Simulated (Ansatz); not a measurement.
# F on Zr(0001): change of the work function, part 3 of 4

Aim: the work function of Zr(0001) at several coverages of F (fcc site), and the dipole that each adsorbate carries.

Ansatz 0.2.0; plane-wave DFT, PBE, Ansatz PAW.

So far, work function, upper face (eV): step 2 (the clean slab) 4.17; step 3 (37 atoms, coverage 0.111 ML, cell 3x3) 4.04.

### 4. The covered slab, k-mesh 6×6×1, coverage 0.25 ML

System of this step: F/Zr(0001). The cell holds 17 atoms: 16 Zr and 1 F. Its edges and angles: a = 6.460 Å, b = 6.460 Å, c = 27.179 Å, α = 90.0°, β = 90.0°, γ = 60.0°. Vacuum lies along c.

Another coverage, to see how the dipoles act on each other as their distance changes.

Input file input.yaml:

```yaml
crystal:
  lattice:
    - [6.46, 0.0, 0.0]
    - [3.23, 5.5945241084, 0.0]
    - [0.0, 0.0, 27.1787878942]
  atoms:
    - { symbol: Zr, position: [0.3333333333, 0.3333333333, 0.3311405952] }
    - { symbol: Zr, position: [0.0, 0.0, 0.42579879] }
    - { symbol: Zr, position: [0.3333333333, 0.3333333333, 0.5241204666] }
    - { symbol: Zr, position: [0.0, 0.0, 0.6138836777] }
    - { symbol: Zr, position: [0.3333333333, 0.8333333333, 0.3311405952] }
    - { symbol: Zr, position: [0.0, 0.5, 0.42579879] }
    - { symbol: Zr, position: [0.3333333333, 0.8333333333, 0.5241204666] }
    - { symbol: Zr, position: [0.0, 0.5, 0.6138836777] }
    - { symbol: Zr, position: [0.8333333333, 0.3333333333, 0.3311405952] }
    - { symbol: Zr, position: [0.5, 0.0, 0.42579879] }
    - { symbol: Zr, position: [0.8333333333, 0.3333333333, 0.5241204666] }
    - { symbol: Zr, position: [0.5, 0.0, 0.6138836777] }
    - { symbol: Zr, position: [0.8333333333, 0.8333333333, 0.3311405952] }
    - { symbol: Zr, position: [0.5, 0.5, 0.42579879] }
    - { symbol: Zr, position: [0.8333333333, 0.8333333333, 0.5241204666] }
    - { symbol: Zr, position: [0.5, 0.5, 0.6138836777] }
    - { symbol: F, position: [0.1666666667, 0.1666666667, 0.6688594048] }
kpoints:
  mp_grid: { grid: [6, 6, 1] }
hamiltonian:
  xc: pbe
scf:
  occupations: { method: fermi_dirac, width: 0.1 }
  convergence: { dr2_threshold: 1.0e-08 }
efield:
  axis: 3
  dipole_correction: true
  ramp_position: 0.97
  ramp_width: 0.06
relax:
  f_tol: 0.02
  max_steps: 60
  constraints: [{ sites: [0, 1, 4, 5, 8, 9, 12, 13] }]
output:
  dos: { projected: true, e_range: [-8, 4] }
  write_potential: true
  write_density: true
  volumetric_format: npy
  elf: true
```

Started as:

```sh
ansatz run input.yaml --threads 4 --pin off --max-ram 16384MiB --backend cpu --events-out ev --progress --plain --runs-dir out
```

Numbers of over 12 decimals in the logs are rounded to 6 here.

Log:

```text
[...]
Crystal: 17 atoms, lattice volume = 982.258 Å³
Basis set: ecut = 420 eV, 19195 PW (Γ), exchange–correlation on 90×90×384 points (8 copies of the dense FFT grid, shifted against one another)
Bands: 120, of which v1, the nominal top of the filled ones, is band 100 counted from 1 (99 counted from 0)
Symmetry: 6 space group operations
[...]
k-points: 7 of 36 (time reversal used)
[...]
SCF iter   1: F=—  HF=-67745.138476 eV  |F-HF|=—  |Δ(HF+E_count)|=         —  Δρ=5.45e-3  dr2=3.57e0  ethr=1.77e-3  p=0.038 e·Å  D=7.07e-3 V/Å  ΔV_dip=-0.19 eV  dr2_dipole=1.44e-1  V_vac-E_F(+/−)=3.91/4.11 eV  ⟨swp⟩=9.6  Hψ=4002  notcnv=0
[...]
SCF iter  10: F=-67745.053259 eV  HF=-67745.053259 eV  |F-HF|=1.82e-9  |Δ(HF+E_count)|=   1.25e-8  Δρ=2.63e-7  dr2=1.26e-9  ethr=5.03e-12  p=0.014 e·Å  D=2.60e-3 V/Å  ΔV_dip=-0.07 eV  dr2_dipole=5.06e-11  V_vac-E_F(+/−)=4.10/4.17 eV  ⟨swp⟩=9.7  Hψ=6163  notcnv=0
SCF 1 converged in 10 iterations: F = -67745.053259 eV  dr2 = 1.26e-9
[...]
relax step   1: F+E_penalty+E_count = -67745.05325894 eV  Δ(F+E_penalty+E_count) = +0.000e0 eV  max|allowed force component| = 1.309e0 eV/Å  Δτ_max = 0.0000 Å  (10 SCF iters, accepted)
[...]
SCF iter   1: F=—  HF=-67745.324705 eV  |F-HF|=—  |Δ(HF+E_count)|=         —  Δρ=5.15e-3  dr2=1.40e0  ethr=5.37e-4  p=0.014 e·Å  D=2.60e-3 V/Å  ΔV_dip=-0.07 eV  dr2_dipole=2.40e-1  V_vac-E_F(+/−)=4.11/4.18 eV  ⟨swp⟩=1.9  Hψ=2816  notcnv=0
[...]
eigensolver tolerance schedule calibrated: the retry pair's looser diagonalisation under-reported the residual by θ = 0.24 (0.31/decade); ethr = c·dr2/N_el runs at the constant in force after the calibration composes with the one it found (an armed cap, an earlier calibration), c = 1.0e-2
[...]
SCF iter   2: F=—  HF=-67745.206724 eV  |F-HF|=—  |Δ(HF+E_count)|=   1.18e-1  Δρ=2.44e-3  dr2=1.23e-1  ethr=7.16e-5  p=0.037 e·Å  D=6.88e-3 V/Å  ΔV_dip=-0.19 eV  dr2_dipole=3.04e-4  V_vac-E_F(+/−)=3.99/4.18 eV  ⟨swp⟩=3.1  Hψ=1926  notcnv=0
[...]
SCF iter   9: F=-67745.195664 eV  HF=-67745.195664 eV  |F-HF|=2.24e-8  |Δ(HF+E_count)|=   8.48e-8  Δρ=8.88e-7  dr2=9.27e-9  ethr=1.00e-12  p=0.049 e·Å  D=9.01e-3 V/Å  ΔV_dip=-0.24 eV  dr2_dipole=2.16e-11  V_vac-E_F(+/−)=3.93/4.18 eV  ⟨swp⟩=6.6  Hψ=6509  notcnv=0
SCF 2 converged in 9 iterations: F = -67745.195664 eV  dr2 = 9.27e-9
relax step   2: F+E_penalty+E_count = -67745.19566436 eV  Δ(F+E_penalty+E_count) = -1.424e-1 eV  max|allowed force component| = 7.288e-1 eV/Å  Δτ_max = 0.1946 Å  (9 SCF iters, accepted)
[...]
SCF iter  10: F=-67745.025502 eV  HF=-67745.025502 eV  |F-HF|=4.37e-11  |Δ(HF+E_count)|=   1.44e-8  Δρ=7.36e-7  dr2=9.03e-9  ethr=5.03e-12  p=0.090 e·Å  D=1.65e-2 V/Å  ΔV_dip=-0.45 eV  dr2_dipole=4.83e-11  V_vac-E_F(+/−)=3.73/4.18 eV  ⟨swp⟩=10.1  Hψ=6256  notcnv=0
SCF 3 converged in 10 iterations: F = -67745.025502 eV  dr2 = 9.03e-9
relax step   3: F+E_penalty+E_count = -67745.02550228 eV  Δ(F+E_penalty+E_count) = +1.702e-1 eV  max|allowed force component| = 1.559e0 eV/Å  Δτ_max = 0.1340 Å  (10 SCF iters, rejected (line search))
[...]
relax step   4: F+E_penalty+E_count = -67745.27234397 eV  Δ(F+E_penalty+E_count) = -7.668e-2 eV  max|allowed force component| = 1.168e-1 eV/Å  Δτ_max = 0.0624 Å  (9 SCF iters, accepted)
[...]
relax step   5: F+E_penalty+E_count = -67745.26674982 eV  Δ(F+E_penalty+E_count) = +5.594e-3 eV  max|allowed force component| = 1.311e-1 eV/Å  Δτ_max = 0.0640 Å  (9 SCF iters, rejected (line search))
[...]
SCF iter   9: F=-67745.275605 eV  HF=-67745.275605 eV  |F-HF|=3.49e-9  |Δ(HF+E_count)|=   4.77e-8  Δρ=5.02e-7  dr2=3.20e-9  ethr=5.03e-12  p=0.057 e·Å  D=1.05e-2 V/Å  ΔV_dip=-0.28 eV  dr2_dipole=1.94e-11  V_vac-E_F(+/−)=3.89/4.17 eV  ⟨swp⟩=9.9  Hψ=6025  notcnv=0
SCF 6 converged in 9 iterations: F = -67745.275605 eV  dr2 = 3.20e-9
relax step   6: F+E_penalty+E_count = -67745.27560479 eV  Δ(F+E_penalty+E_count) = -3.261e-3 eV  max|allowed force component| = 1.122e-2 eV/Å  Δτ_max = 0.0168 Å  (9 SCF iters, accepted)
[...]
SCF converged after 9 iterations
Free energy (F): -67745.275605 eV
[...]
Internal energy: -67744.433592 eV  (E = F + TS)
E sigma→0 (E₀):  -67744.854598 eV
Entropy (-TS):   -0.842013 eV (-49.530 meV/atom)
Fermi energy:    3.000253 eV
Dipole field:    D = 0.010455 V/Å  (p = 0.056754 e·Å, saw-weighted, corrected)
Work function:   Φ+ = 3.8906 eV   Φ− = 4.1748 eV
[...]
--- Forces (eV/Å), atoms counted from 1 ---
  atom   1  Zr     0.02845646     0.01642935     0.47073623
  atom   2  Zr     0.02864000     0.01653531    -0.45505706
  atom   3  Zr     0.00296315     0.00171077     0.00162149
  atom   4  Zr    -0.00480047    -0.00277156    -0.00055490
  atom   5  Zr     0.00000000    -0.03285869     0.47073623
  atom   6  Zr    -0.00000000    -0.03307062    -0.45505706
  atom   7  Zr     0.00000000    -0.00342155     0.00162149
  atom   8  Zr    -0.00000000     0.00554311    -0.00055490
  atom   9  Zr    -0.02845646     0.01642935     0.47073623
  atom  10  Zr    -0.02864000     0.01653531    -0.45505706
  atom  11  Zr    -0.00296315     0.00171077     0.00162149
  atom  12  Zr     0.00480047    -0.00277156    -0.00055490
  atom  13  Zr     0.00000000    -0.00000000     0.42025587
  atom  14  Zr    -0.00000000     0.00000000    -0.47130791
  atom  15  Zr     0.00000000    -0.00000000     0.00906292
  atom  16  Zr    -0.00000000     0.00000000    -0.01122098
  atom  17  F      0.00000000    -0.00000000     0.00302550
  max |Σ_I F_I| component: 5.27e-5 eV/Å
--- Band table (eV; the first three rows and the last of 7) ---
  k-point 0: bands = [... 96 lower, 3.1007, 3.2515, 3.5532, 3.6743, 3.6743, 3.6958, 3.8144, 3.8144, ... 16 higher]
  k-point 1: bands = [... 96 lower, 3.0813, 3.2068, 3.3392, 3.4427, 3.4561, 3.4817, 3.6279, 3.6556, ... 16 higher]
  k-point 2: bands = [... 96 lower, 2.8704, 2.9622, 3.0222, 3.0582, 3.1101, 3.1437, 3.2470, 3.3570, ... 16 higher]
  k-point 6: bands = [... 96 lower, 2.4668, 2.5282, 2.5511, 2.5526, 2.5560, 2.8426, 3.0326, 3.0475, ... 16 higher]
--- Relaxed structure (6 steps of the walk, 4 accepted, 0 SCFs on fresh bases) ---
  F+E_penalty+E_count = -67745.27560479 eV   max|allowed force component| = 1.122e-2 eV/Å
  atoms:
    - { symbol: Zr, position: [0.333333, 0.333333, 0.331141] }
    - { symbol: Zr, position: [2.66671216701714e-17, 2.66671216701714e-17, 0.425799] }
    - { symbol: Zr, position: [0.329986, 0.329986, 0.524261] }
    - { symbol: Zr, position: [-0.00310603, -0.00310603, 0.615742] }
    - { symbol: Zr, position: [0.333333, 0.833333, 0.331141] }
    - { symbol: Zr, position: [0.0, 0.5, 0.425799] }
    - { symbol: Zr, position: [0.329986, 0.840028, 0.524261] }
    - { symbol: Zr, position: [-0.00310603, 0.506212, 0.615742] }
    - { symbol: Zr, position: [0.833333, 0.333333, 0.331141] }
    - { symbol: Zr, position: [0.5, 2.66671216701714e-17, 0.425799] }
    - { symbol: Zr, position: [0.840028, 0.329986, 0.524261] }
    - { symbol: Zr, position: [0.506212, -0.00310603, 0.615742] }
    - { symbol: Zr, position: [0.833333, 0.833333, 0.331141] }
    - { symbol: Zr, position: [0.500000, 0.5, 0.425799] }
    - { symbol: Zr, position: [0.833333, 0.833333, 0.523609] }
    - { symbol: Zr, position: [0.500000, 0.5, 0.610375] }
    - { symbol: F, position: [0.166667, 0.166667, 0.660942] }
```

The job ended after 2.9 min (4 threads of Arm Neoverse V1, shared host; peak memory 2.8 GiB).

Step by step:

```tsv
step	energy less that of the first step (eV)	largest force component (eV/Å)
1	0.0000	1.3086
2	-0.1424	0.7288
3	0.0278	1.5593
4	-0.2191	0.1168
5	-0.2135	0.1311
6	-0.2223	0.0112
```

Relaxation steps 3, 5 were tried and not accepted.

The run keeps the 6 symmetry operations that it works with, so distortions that break them were not tested.

The atoms that moved most (Å):

```tsv
atom	dx	dy	dz	length
F17	0.000	0.000	-0.215	0.215
Zr16	0.000	0.000	-0.095	0.095
Zr12	0.030	-0.017	0.050	0.061
Zr8	0.000	0.035	0.050	0.061
Zr4	-0.030	-0.017	0.050	0.061
Zr7	0.000	0.037	0.004	0.038
Zr11	0.032	-0.019	0.004	0.038
Zr3	-0.032	-0.019	0.004	0.038
```

The relaxed structure:

```
Zr F
1.0
     6.46000    0.00000    0.00000
     3.23000    5.59452    0.00000
     0.00000    0.00000   27.17879
Zr F
16 1
Direct
  0.33333 0.33333 0.33114
  0.00000 0.00000 0.42580
  0.32999 0.32999 0.52426
  0.99689 0.99689 0.61574
  0.33333 0.83333 0.33114
  0.00000 0.50000 0.42580
  0.32999 0.84003 0.52426
  0.99689 0.50621 0.61574
  0.83333 0.33333 0.33114
  0.50000 0.00000 0.42580
  0.84003 0.32999 0.52426
  0.50621 0.99689 0.61574
  0.83333 0.83333 0.33114
  0.50000 0.50000 0.42580
  0.83333 0.83333 0.52361
  0.50000 0.50000 0.61038
  0.16667 0.16667 0.66094
```

Numbers from this step:

```yaml
energy_at_zero_smearing: -67744.8546 eV
work_function_upper_face: 3.891 eV
work_function_lower_face: 4.175 eV
dipole_along_the_normal: 0.05675 e·Å
step_between_the_vacuum_levels: -0.2842 eV
```

The density of states has structure finer than the step of the table below, so its rows give means over 0.25 eV, whole bins alone (the curve runs from -8 to 1.11 eV). Peaks (eV: height): -7.610: 142, -2.620: 47.7, -0.900: 47.7, -0.750: 46.8, -0.690: 52.0, 0.960: 45.9, 1.050: 48.3.

Table of density of states by energy, zero at the Fermi level; means over each step:

energy (eV), density of states (states/eV a cell) and a bar:
```
    -7.75          4 ####
    -7.50         19 ###################
    -7.25          6 ######
    -7.00          0 
    -6.75          0 
    -6.50          0 
    -6.25          0 
    -6.00          0 
    -5.75          0 
    -5.50          0 
    -5.25          0 
    -5.00          1 #
    -4.75          1 #
    -4.50          1 #
    -4.25          2 ##
    -4.00          3 ###
    -3.75          3 ###
    -3.50          3 ###
    -3.25          6 ######
    -3.00          5 #####
    -2.75         14 ##############
    -2.50         16 ################
    -2.25         20 #####################
    -2.00         23 #######################
    -1.75         17 #################
    -1.50         15 ###############
    -1.25         21 #####################
    -1.00         27 ############################
    -0.75         29 #############################
    -0.50         16 ################
    -0.25         18 ##################
     0.00         28 ############################
     0.25         30 ##############################
     0.50         26 ##########################
     0.75         27 ############################
```

Projected DOS per atom over height of the atomic layer and energy from the Fermi level. Layers: Zr4 Zr4 Zr4 Zr4 F from below.

Ten even steps from '0' (0.0 states/eV) to '9' (9.2 states/eV), each cell a mean:
```
22220
21110
21110
10010
11110
11110
00000
11110
01100
00000
00000
00000
00000
00000
00000
00000
00000
00000
00000
00000
00009
00004
```
Columns: height of the atomic layer (Å) from 9 to 18.0 (not evenly spaced); rows upwards: energy from the Fermi level (eV) from -7.96 to 1.04.

Electrostatic potential energy in the ca plane at fractional y = 0.000, with atoms of Zr within 0.2 Å of it. With pseudopotentials it is smooth inside the atoms' cores, unlike the true potential.

Values in eV, 9 rows by 16 columns, each cell a mean:
```
  3 -11 -51 -10   3   3  -5 -51 -20   4   7   7   7   7   7   7
 -3   2  -5   2  -2  -5   2  -6   0   6   7   7   7   7   7   7
 -4   3  -1   3  -4  -7   3  -1   2   6   7   7   7   7   7   7
  2  -8 -41  -7   3   2  -3 -41 -14   5   7   7   7   7   7   7
  4 -17 -62 -15   5   5  -8 -60 -26   4   7   7   7   7   7   7
  1  -3 -26  -3   1  -1   0 -23  -7   5   7   7   7   7   7   7
 -5   4   1   4  -6 -11   3   1   2   6   7   7   7   7   7   7
 -1  -1 -14   0  -1  -4   1 -13  -3   5   7   7   7   7   7   7
  4 -15 -59 -13   4   4  -7 -57 -24   4   7   7   7   7   7   7
```
Columns run along c (16.0 Å, from fractional 0.34 to 0.93 of the cell; values clipped at the 3rd and 97th percentile), rows up along a (6.5 Å). Atoms in or near the plane, at fractional coordinates: Zr at (0.43, 0.00), Zr at (0.62, 0.00), Zr at (0.43, 0.50), Zr at (0.62, 0.51).

ELF in the ca plane at fractional y = 0.000, with atoms of Zr within 0.2 Å of it. It is the smooth field of the valence electrons, not physical close to the nuclei.

Ten even steps from '0' (0.00) to '9' (0.79), each cell a mean:
```
77526967943677787359659710000000000000000000
34423799623433345326997311110000000000000000
22332233223212222322342223221000000000000000
42245322344224521454323455421000000000000000
42244322344224521454223455421000000000000000
22332243223212222322443223221000000000000000
34423799623433345326997311110000000000000000
77526957943676787359659610000000000000000000
88537935953787898359449710000000000000000000
56524989833554566338999400000000000000000000
23322476323322223324663111100000000000000000
32243222234224422343211244200000000000000000
42245422354235631354211465310000000000000000
32243222234224422343211244200000000000000000
23322476323322223323663111100000000000000000
56525999833554566338999400000000000000000000
88537925953788898359439710000000000000000000
```
Columns run along c (16.0 Å, from fractional 0.34 to 0.93 of the cell), rows up along a (6.5 Å). Atoms in or near the plane, at fractional coordinates: Zr at (0.43, 0.00), Zr at (0.62, 0.00), Zr at (0.43, 0.50), Zr at (0.62, 0.51).

Valence density in the ca plane at fractional y = 0.000, with atoms of Zr within 0.2 Å of it. It is the smooth field of the valence electrons, not physical close to the nuclei.

Values in e/Å³, 9 rows by 16 columns, each cell a mean:
```
0.2 0.7 3.1 0.6 0.2 0.2 0.5 3.0 1.1 0.0 0.0 0.0 0.0 0.0 0.0 0.0
0.3 0.2 0.4 0.2 0.3 0.4 0.2 0.4 0.2 0.0 0.0 0.0 0.0 0.0 0.0 0.0
0.3 0.2 0.2 0.2 0.3 0.4 0.2 0.3 0.1 0.0 0.0 0.0 0.0 0.0 0.0 0.0
0.2 0.5 2.4 0.5 0.2 0.2 0.4 2.4 0.8 0.0 0.0 0.0 0.0 0.0 0.0 0.0
0.2 1.1 3.8 0.9 0.2 0.2 0.6 3.6 1.5 0.0 0.0 0.0 0.0 0.0 0.0 0.0
0.2 0.4 1.5 0.3 0.2 0.3 0.3 1.3 0.4 0.1 0.0 0.0 0.0 0.0 0.0 0.0
0.4 0.2 0.2 0.2 0.4 0.6 0.2 0.2 0.2 0.1 0.0 0.0 0.0 0.0 0.0 0.0
0.3 0.3 0.8 0.2 0.2 0.3 0.2 0.7 0.3 0.1 0.0 0.0 0.0 0.0 0.0 0.0
0.2 1.0 3.6 0.8 0.2 0.2 0.5 3.4 1.3 0.0 0.0 0.0 0.0 0.0 0.0 0.0
```
Columns run along c (16.0 Å, from fractional 0.34 to 0.93 of the cell), rows up along a (6.5 Å). Atoms in or near the plane, at fractional coordinates: Zr at (0.43, 0.00), Zr at (0.62, 0.00), Zr at (0.43, 0.50), Zr at (0.62, 0.51).

The relaxation took 6 steps and lowered the energy by 0.22 eV; the largest force on the free atoms ends at 0.011 eV/Å.

By hand: a sheet of dipoles makes a step −p/(ε₀A) in the electron's potential. With e/ε₀ = 180.95 V·Å, p = 0.05675 e·Å and A = 36.14 Å², that is −180.95 × (0.05675) / 36.14 = -0.284 eV, and the two vacuum levels of the run differ by -0.284 eV.

The covered face has 3.89 eV, -0.27 eV against the clean one; the bare back face has moved by -0.00 eV, a measure of how thin the slab is.

### 5. The covered slab, k-mesh 6×6×1, coverage 0.5 ML

System of this step: F/Zr(0001). The cell holds 18 atoms: 16 Zr and 2 F. Its edges and angles: a = 6.460 Å, b = 6.460 Å, c = 27.179 Å, α = 90.0°, β = 90.0°, γ = 60.0°. Vacuum lies along c.

Another coverage, to see how the dipoles act on each other as their distance changes.

Changes to input.yaml since step 4:

```diff
@@ -23,2 +23,3 @@
     - { symbol: F, position: [0.1666666667, 0.1666666667, 0.6688594048] }
+    - { symbol: F, position: [0.6666666667, 0.1666666667, 0.6688594048] }
 kpoints:
```

Log:

```text
[...]
Crystal: 18 atoms, lattice volume = 982.258 Å³
Basis set: ecut = 420 eV, 19195 PW (Γ), exchange–correlation on 90×90×384 points (8 copies of the dense FFT grid, shifted against one another)
Bands: 124, of which v1, the nominal top of the filled ones, is band 103 counted from 1 (102 counted from 0)
Symmetry: 4 space group operations
[...]
- { symbol: Zr, position: [0.833333, 0.8333333333, 0.3311405952] }
    - { symbol: Zr, position: [0.500000, 0.5, 0.42579879] }
    - { symbol: Zr, position: [0.829623, 0.840755, 0.523095] }
    - { symbol: Zr, position: [0.496327, 0.507345, 0.613331] }
    - { symbol: F, position: [0.156767, 0.186466, 0.661646] }
    - { symbol: F, position: [0.656767, 0.186466, 0.661646] }
[key lines of the parts left out:]
SCF converged after 8 iterations
Free energy (F): -68556.208316 eV
Fermi energy:    3.116864 eV
Dipole field:    D = 0.013696 V/Å  (p = 0.074346 e·Å, saw-weighted, corrected)
Work function:   Φ+ = 3.8016 eV   Φ− = 4.1739 eV
```

It took 6.7 min on 4 threads; peak memory 3.3 GiB.

Relaxation path:

```tsv
step	energy less that of the first step (eV)	largest force component (eV/Å)
1	0.0000	1.2722
2	-0.1752	1.1652
3	-0.0187	1.7882
4	-0.3450	0.4625
5	-0.3757	0.0667
6	-0.3735	0.0703
7	-0.3772	0.0057
```

Relaxation steps 3, 6 were tried and not accepted.

The run keeps the 4 symmetry operations that it works with, so distortions that break them were not tested.

The atoms that moved most (Å):

```tsv
atom	dx	dy	dz	length
F18	0.000	0.111	-0.196	0.225
F17	0.000	0.111	-0.196	0.225
Zr4	0.000	-0.048	0.062	0.078
Zr12	0.000	-0.048	0.062	0.078
Zr15	0.000	0.042	-0.028	0.050
Zr7	0.000	0.042	-0.028	0.050
Zr8	0.000	0.041	-0.015	0.044
Zr16	0.000	0.041	-0.015	0.044
```

Final coordinates:

```xyz
18
Lattice="6.4600 0.0000 0.0000 3.2300 5.5945 0.0000 0.0000 0.0000 27.1788" Properties=species:S:1:pos:R:3
Zr    3.2300    1.8648    9.0000
Zr    0.0000    0.0000   11.5727
Zr    3.2300    1.8453   14.2746
Zr    0.0000   -0.0475   16.7465
Zr    4.8450    4.6621    9.0000
Zr    1.6150    2.7973   11.5727
Zr    4.8450    4.7036   14.2171
Zr    1.6150    2.8384   16.6696
Zr    6.4600    1.8648    9.0000
Zr    3.2300    0.0000   11.5727
Zr    6.4600    1.8453   14.2746
Zr    3.2300   -0.0475   16.7465
Zr    8.0750    4.6621    9.0000
Zr    4.8450    2.7973   11.5727
Zr    8.0750    4.7036   14.2171
Zr    4.8450    2.8384   16.6696
F     1.6150    1.0432   17.9827
F     4.8450    1.0432   17.9827
```

(Continued in part 4 of 4.)

[Logs are printed without paths, hosts, clocks, repeated set-up lines and the standing remarks that a program may print on its own settings, such as how far it seeks lower states.]

[Hosts, paths, dates, database ids (printed as entryN), source tags and the programs' standing remarks are cut or masked in the printed files.]

[Maps of the electrostatic potential energy from Ansatz leave out the sawtooth potential of an applied field or a dipole correction, so their vacuum need not be flat; planar profiles and work functions include it.]

[The density of states shown here was stored with 400 of the rows of the run's finer table, so its peaks can read low, often by over a quarter, or be missed, and its means over a window can be off by a tenth or more.]
